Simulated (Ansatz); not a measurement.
# Lattice dynamics of SiHg2 (model cell, started as cuprite), part 2 of 2

Task: relax SiHg2 (model cell, started as cuprite), then find its harmonic phonons.

Ansatz 0.2.0; DFT LDA, scalar-relativistic, plane waves, PAW.

So far. Step 4 (Tight relaxation): The forces vanish by symmetry and the pressure is -0.002 GPa, within the tolerances set. The cell now holds 29.20 Å³/atom. The relaxed cell has a = 5.596 Å (conventional setting).

The structure was built from a prototype and need not be the compound's stable phase.

In doubt: the program warns that the response may not be converged on this k-mesh, which bears on the force constants and all frequencies.

## 5. Phonons on a q mesh

The mesh has a single point along some directions, so zone-edge points there are not solved. Linear response on a 1×1×1 q mesh gives force constants as far as a supercell of that size would.

Contents of input.yaml:

```yaml
crystal:
  lattice:
    - [5.5958002013, 0.0, 0.0]
    - [0.0, 5.5958002013, 0.0]
    - [0.0, 0.0, 5.5958002013]
  atoms:
    - { symbol: Si, position: [0.0, 0.0, 0.0] }
    - { symbol: Si, position: [0.5, 0.5, 0.5] }
    - { symbol: Hg, position: [0.25, 0.25, 0.25] }
    - { symbol: Hg, position: [0.75, 0.75, 0.25] }
    - { symbol: Hg, position: [0.75, 0.25, 0.75] }
    - { symbol: Hg, position: [0.25, 0.75, 0.75] }
kpoints:
  mp_grid: { grid: [6, 6, 6] }
hamiltonian:
  xc: lda
scf:
  occupations: { method: fixed }
output:
  eigenvalues: true
phonons:
  method: dfpt
  dielectric: true
  rigid_motions: translations
  raman: true
  qmesh: [1, 1, 1]
  temperatures: { t_max: 1000, t_step: 50 }
  qpath:
    path:
      - [[0.0, 0.0, 0.0], [0.0, 0.5, 0.0], [0.5, 0.5, 0.0], [0.0, 0.0, 0.0], [0.5, 0.5, 0.5], [0.0, 0.5, 0.0]]
      - [[0.5, 0.5, 0.5], [0.5, 0.5, 0.0]]
    npoints: 10
```

On the command line:

```console
$ ansatz run input.yaml --threads 8 --pin off --max-ram 14336MiB --backend cpu --events-out ev --progress --plain --runs-dir out
```

Numbers of over 12 decimals in the logs are rounded to 6 here.

Output:

```text
Warning: phonons: the dynamical matrix that this run interpolates holds no multipole term above the dipole-dipole one, and a site of this crystal is no centre of inversion, so its interpolated transverse optical and acoustic branches and sound speeds can stay off near Gamma, and the density of states and the thermodynamics with them. What a run solves at a wave vector of phonons.qpoints, Gamma apart, where the deck admits one, is free of this, and under fd what a larger phonons.supercell samples
[...]
Crystal: 6 atoms, lattice volume = 175.221 Å³
Basis set: ecut = 420 eV, 3407 PW (Γ), exchange–correlation on 80×80×80 points (8 copies of the dense FFT grid, shifted against one another)
Bands: 53, of which v1, the nominal top of the filled ones, is band 44 counted from 1 (43 counted from 0)
Symmetry: 48 space group operations
k-points: 68 of 216 (irreducible under 2 space group operations, time reversal used)
[...]
SCF iter   1: F=—  HF=-55305.419220 eV  |F-HF|=—  |Δ(HF+E_count)|=         —  Δρ=4.31e-3  dr2=4.60e-2  ethr=1.77e-3  ⟨swp⟩=4.5  Hψ=12253  notcnv=0  defer=457
[...]
SCF iter   9: F=-55305.404519 eV  HF=-55305.404519 eV  |F-HF|=1.46e-11  |Δ(HF+E_count)|=  6.55e-11  Δρ=1.17e-7  dr2=2.17e-11  ethr=1.00e-12  ⟨swp⟩=14.5  Hψ=21771  notcnv=0
SCF 1 converged in 9 iterations: F = -55305.404519 eV  dr2 = 2.17e-11
[...]
NSCF: frozen V_eff on 22 k-points
DFPT response loops at Γ: preconditioner auto → Resta (q_TF=auto, 2.432 Å⁻¹)  ε∞=13.2 (no band partly filled); β = 1.00, the filter's whole step (`scf.mixing.beta` (0.50) is not read by the response loops at its default; to damp them type it under 1.00, their step now; it binds the ground state too); Broyden in place of MSR1
── the response to a field inside a basis, on 8×8×8 k-points: an SCF that follows is theirs, and a resumed run solves both again ──
Bands: 45, of which v1, the nominal top of the filled ones, is band 44 counted from 1 (43 counted from 0)
k-points: 20
[...]
Eigensolver: Dense (20 Hₖ)
SCF iter   1: F=—  HF=-55305.311769 eV  |F-HF|=—  |Δ(HF+E_count)|=         —  Δρ=2.15e-4  dr2=2.45e-5  ethr=1.00e-1
[...]
SCF iter   6: F=-55305.311764 eV  HF=-55305.311764 eV  |F-HF|=2.91e-11  |Δ(HF+E_count)|=  6.84e-10  Δρ=1.89e-7  dr2=5.56e-11  ethr=2.14e-12
SCF 1 converged in 6 iterations: F = -55305.311764 eV  dr2 = 5.56e-11
[...]
WARN: field response: ε∞ stands inside a basis, on 8×8×8 points; the force constants stand on the 6×6×6 k-mesh, whose period is 9.93 times the interband length at k = (0.0000, -0.5000, -0.5000), direct gap 1.478 eV, under 14: take them and everything formed from them as unconverged, and compare with a denser kpoints.mp_grid
SCF converged after 9 iterations
Free energy (F): -55305.404519 eV
[...]
Internal energy: -55305.404519 eV  (E = F + TS)
E sigma→0 (E₀):  -55305.404519 eV
Fermi energy:    7.722928 eV
[...]
--- Band table (eV; the first three rows and the last of 68) ---
  k-point 0: bands = [... 40 lower, 4.5972, 7.2687, 7.2687, 7.2687, 8.0686, 8.0686, 9.9956, 12.5409, ... 5 higher]
  k-point 1: bands = [... 40 lower, 4.5855, 6.7314, 7.3273, 7.3273, 8.2660, 8.6387, 10.5414, 11.8019, ... 5 higher]
  k-point 2: bands = [... 40 lower, 4.5627, 5.7337, 7.4378, 7.4378, 8.8304, 9.9342, 10.7735, 11.4539, ... 5 higher]
  k-point 67: bands = [... 40 lower, 3.8006, 5.7054, 5.7054, 5.7054, 10.8275, 10.8275, 10.8275, 12.1870, ... 5 higher]
--- Phonons (Γ-DFPT): 2 representative perturbations + reference, on 68 of 216 k-points (Σ response iterations 7) ---
  k mesh reduced under 2 symmetry operations, with k and −k counted as one. Each operation leaves every solved perturbation unchanged. A smaller set is not considered because the run solves the response to a homogeneous field
  ASR residual: 8.133e-5 → 0.000e0 eV/Å²; symmetrization residual: 4.350e-6 eV/Å²
  ASR residual per site (eV/Å²): 1.09e-5 1.09e-5 8.13e-5 8.13e-5 8.13e-5 8.13e-5
  Γ frequencies (cm⁻¹): -6.46 -6.46 -6.46 0.00 0.00 0.00 65.37 65.37 67.73 67.73 67.73 151.02 322.09 322.09 322.09 368.08 368.08 368.08
  ε∞ (high-frequency dielectric tensor):
       14.335449     0.000000     0.000000
        0.000000    14.335449     0.000000
        0.000000     0.000000    14.335449
  softest optical mode at Γ: -6.46 cm⁻¹; the repairs (sum rule, projections) moved no ω² at Γ by more than (0.93 cm⁻¹)²
  Born effective charges Z* (e; rows j = field, columns β = displacement):
    site 0:
        -0.71309    0.00000   -0.00000
         0.00000   -0.71309   -0.00000
         0.00000    0.00000   -0.71309
    site 1:
        -0.71309    0.00000   -0.00000
         0.00000   -0.71309   -0.00000
         0.00000   -0.00000   -0.71309
    site 2:
         0.35655    1.16795    1.16795
         1.16795    0.35655    1.16795
         1.16795    1.16795    0.35655
    site 3:
         0.35655    1.16795   -1.16795
         1.16795    0.35655   -1.16795
        -1.16795   -1.16795    0.35655
    site 4:
         0.35655   -1.16795    1.16795
        -1.16795    0.35655   -1.16795
         1.16795   -1.16795    0.35655
    site 5:
         0.35655   -1.16795   -1.16795
        -1.16795    0.35655    1.16795
        -1.16795    1.16795    0.35655
  Z* charge neutrality: 3.715e-3 e pre-enforcement
  solved inside a basis spanned on kpoints, on 8×8×8 k-points transformed towards the longest dipole: ε∞ is read to err by 7.0e-2, Z* by 2.4e-2 e (field_mesh: kpoints solves on kpoints); Z* is corrected for what the basis lacks
  Raman tensors (in the event stream and the table raman_tensors.tsv): an entry may err by 2.3e0 Å², one of the second-order susceptibility by 1.8e-17 pm/V (basis, points and sum rule); their sum over the sites missed zero by 7.105e-15 Å² ahead of its enforcement
  optical modes at Γ without the LO–TO term, one row a degenerate level:
      ω (cm⁻¹)  modes    IR ((D/Å)²/amu)  static Raman (Å⁴/amu)  depolarisation
         -6.46      3             0.0000                 0.0000               —
         65.37      2             0.0000                 0.0000               —
         67.73      3             2.0259                 0.0000               —
        151.02      1             0.0000                 0.0000               —
        322.09      3             0.0000              1866.6830           0.750
        368.08      3             4.4212                 0.0000               —
  optical modes at Γ + LO–TO along q̂ = [1.0000, 0.0000, 0.0000]:
      ω (cm⁻¹)  modes    IR ((D/Å)²/amu)  static Raman (Å⁴/amu)  depolarisation
         -6.46      3             0.0000                 0.0000               —
         65.37      2             0.0000                 0.0000               —
         67.73      2             1.3506                 0.0000               —
         71.80      1             0.6625                 0.0000               —
        151.02      1             0.0000                 0.0000               —
        322.09      3             0.0000              1866.6830           0.750
        368.08      2             2.9475                 0.0000               —
        369.78      1             1.4866                 0.0000               —
  optical modes at Γ + LO–TO along q̂ = [0.0000, 1.0000, 0.0000]:
      ω (cm⁻¹)  modes    IR ((D/Å)²/amu)  static Raman (Å⁴/amu)  depolarisation
         -6.46      3             0.0000                 0.0000               —
         65.37      2             0.0000                 0.0000               —
         67.73      2             1.3506                 0.0000               —
         71.80      1             0.6625                 0.0000               —
        151.02      1             0.0000                 0.0000               —
        322.09      3             0.0000              1866.6830           0.750
        368.08      2             2.9475                 0.0000               —
        369.78      1             1.4866                 0.0000               —
  optical modes at Γ + LO–TO along q̂ = [0.0000, 0.0000, 1.0000]:
      ω (cm⁻¹)  modes    IR ((D/Å)²/amu)  static Raman (Å⁴/amu)  depolarisation
         -6.46      3             0.0000                 0.0000               —
         65.37      2             0.0000                 0.0000               —
         67.73      2             1.3506                 0.0000               —
         71.80      1             0.6625                 0.0000               —
        151.02      1             0.0000                 0.0000               —
        322.09      3             0.0000              1866.6830           0.750
        368.08      2             2.9475                 0.0000               —
        369.78      1             1.4866                 0.0000               —
--- Phonons (arbitrary-q DFPT): 1 irreducible q on the 1×1×1 mesh ---
  q = [0.0000, 0.0000, 0.0000] (star 1, of the zone-centre solve; hermiticity 5.66e-7, symmetrization 9.74e-8): -6.46 -6.46 -6.46 -0.00 0.00 0.00 65.37 65.37 67.73 67.73 67.73 151.02 322.09 322.09 322.09 368.08 368.08 368.08
  sum rule: each row above includes the acoustic sum rule's correction from the zone centre's row sums; it moved no ω² by more than (0.33 cm⁻¹)²
  mesh force constants: q→R imaginary residual 0.00e0; ASR residual 8.133e-5 → 0.000e0 eV/Å²; symmetrization residual 1.332e-14 eV/Å²
  interpolated dispersion: 63 rows × 18 modes
  density of states and harmonic sums: on the 11×11×11 q-mesh, interpolated from the force constants of a 1×1×1 supercell (with the dipole–dipole term)
  largest difference from the sums on the solved wave vectors: F 1.68e0 eV, S 2.17e-3 and C_V 4.87e-4 eV/K
  zero-point energy: 0.165972 eV/cell   skipped modes (ω ≤ 0): 35, of them read as no rigid motion or as one in doubt: 32 (3.418e-1 modes/cell left out, lowest -13.47 cm⁻¹)   left out of the sums: 1.91e-2 of the cell's modes: C_V's classical limit lies that fraction below 3 k_B per atom; for a crystal, a wire or a layer, F and S can be off by more, and a phonons.interpolated_qmesh denser along its periods is the remedy for the sampling
```

Wall time 3.2 min (8 threads of Arm Neoverse V2, shared host); peak memory 2.9 GiB; 24 min of CPU time.

Reading the cycles: dr2 is the Hartree energy of the density residual (eV), the measure of convergence; HF is the Harris–Foulkes estimate of the energy, which meets the free energy F at convergence.

Numbers from this step:

```
sum-rule residual before enforcement                          : 8.13e-5 eV/Å²
miss of the charge sum rule                                   : 0.003715 e
estimated error of the dielectric tensor                      : 0.06955
estimated error of the Born charges                           : 0.02354 e
point group                                                   : m-3m
highest optical mode at the zone centre (no LO-TO term)       : 368.1 cm⁻¹
lowest optical zone-centre mode                               : -6.46 cm⁻¹
mean high-frequency dielectric constant                       : 14.34
largest Born charge (third of the trace)                      : -0.7131 e
top of the zone-centre spectrum with the field                : 369.8 cm⁻¹
lowest mode on the q mesh (acoustic modes at Γ apart)         : -6.46 cm⁻¹
highest frequency at a solved wavevector (no LO-TO term at Γ) : 368.1 cm⁻¹
```

Optical modes at the zone centre, without and with the macroscopic field of the longitudinal modes; each column is sorted by frequency, so a row need not hold one and the same mode. Modes with and without the field, by row:

```tsv
rank among optical modes	no field (cm⁻¹)	q along (1, 0, 0) (cm⁻¹)
1	-6.5	-6.5
2	-6.5	-6.5
3	-6.5	-6.5
4	65.4	65.4
5	65.4	65.4
6	67.7	67.7
7	67.7	67.7
8	67.7	71.8
9	151	151
10	322.1	322.1
11	322.1	322.1
12	322.1	322.1
13	368.1	368.1
14	368.1	368.1
15	368.1	369.8
```

Born charge (rows field, columns displacement) (e), principal values of the symmetric part by kind of site:

```tsv
atom	atoms with these values	low	middle	high	mean
Si1	2	-0.71	-0.71	-0.71	-0.71
Hg3	4	-0.81	-0.81	2.69	0.36
```

In full for Hg3:

```
0.36 1.17 1.17
1.17 0.36 1.17
1.17 1.17 0.36
```

High-frequency dielectric tensor:

```
14.34  0.00  0.00
 0.00 14.34  0.00
 0.00  0.00 14.34
```

Transverse modes; imaginary modes are left out. Infrared lines, with heights relative to the strongest:

```tsv
position (cm⁻¹)	label	relative intensity
65	Eu	0.0
68	T1u	46
151	A2u	0.0
322	T2g	0.0
368	T1u	100
```

Activity x (w_L - w)^4 (n + 1)/w, 532 nm, 300 K; imaginary modes are left out; the tensors are static ones, while 532 nm light lies above the computed direct gap, where resonance would change the heights; modes without the macroscopic field alone. Raman lines, with heights relative to the strongest:

```tsv
position (cm⁻¹)	label	relative intensity
65	Eu	0.0
68	T1u	0.0
151	A2u	0.0
322	T2g	100
368	T1u	0.0
```

Frequencies (cm⁻¹) solved at each irreducible wavevector; negative means imaginary. Frequencies by wavevector, by row:

```tsv
q in reciprocal lattice units	star	mode 1	mode 2	mode 3	mode 4	mode 16	mode 17	mode 18
0 0 0	1	-6.5	-6.5	-6.5	0	368.1	368.1	368.1
```

Symmetry leaves 1 wavevectors to solve. The lowest mode among them, the acoustic zeros apart, lies at Γ and is slightly imaginary, 6.5i cm⁻¹, too near zero to call.

The log warns of the k mesh: “the force constants stand on the 6×6×6 k-mesh, whose period is 9.93 times the interband length at k = (0.0000, -0.5000, -0.5000), direct gap 1.478 eV, under 14: take them and everything formed from them as unconverged”.

## 6. What came out

```json
{
 "space group after relaxation (within 0.01 Å)": "Pn-3m",
 "volume per atom": "29.2 Å³",
 "gap on the k-mesh": "0.346 eV",
 "highest optical mode at the zone centre (no LO-TO term)": "368 cm⁻¹",
 "top of the zone-centre spectrum with the field": "370 cm⁻¹",
 "lowest optical zone-centre mode": "-6.5 cm⁻¹",
 "mean high-frequency dielectric constant": "14.3",
 "largest Born charge (third of the trace)": "-0.713 e",
 "lowest mode on the q mesh (acoustic modes at Γ apart)": "-6.5 cm⁻¹",
 "imaginary modes on the 1×1×1 q mesh": "one or more, weakly"
}
```

What this shows: No mode is clearly imaginary at the 1 irreducible wavevectors solved, but the lowest, 6.5i cm⁻¹, is too near zero to call. Without the field, the optical modes at Γ span -6 to 368 cm⁻¹ (negative means imaginary). With the macroscopic field of the longitudinal modes the top of the zone-centre spectrum lies at 370 cm⁻¹, against 368 cm⁻¹ without it. Among the real modes, the strongest infrared line is at 368 cm⁻¹. Averaged over orientations, the strongest Raman line at 532 nm and 300 K is at 322 cm⁻¹. The tensors are the static, non-resonant ones, while 532 nm light (2.33 eV) lies above the computed gap. With the field response the log warns that the k mesh is coarse for the force constants too, so the frequencies may not be converged. The q mesh is too sparse to interpolate, so only the solved wavevectors are given. The program warns that the interpolation holds no quadrupole term, so branches close to Γ can be off in this crystal. Spin-orbit coupling is left out, which can matter for the heavy elements here. The starting cell was built on a prototype and not taken from a measurement, so the phase need not exist. These are harmonic frequencies at zero temperature: anharmonic shifts, linewidths and thermal expansion are left out.

[Logs are printed without paths, hosts, clocks, repeated set-up lines and the standing remarks that a program may print on its own settings, such as how far it seeks lower states.]

[Hosts, paths, dates, database ids (printed as entryN), source tags and the programs' standing remarks are cut or masked in the printed files.]
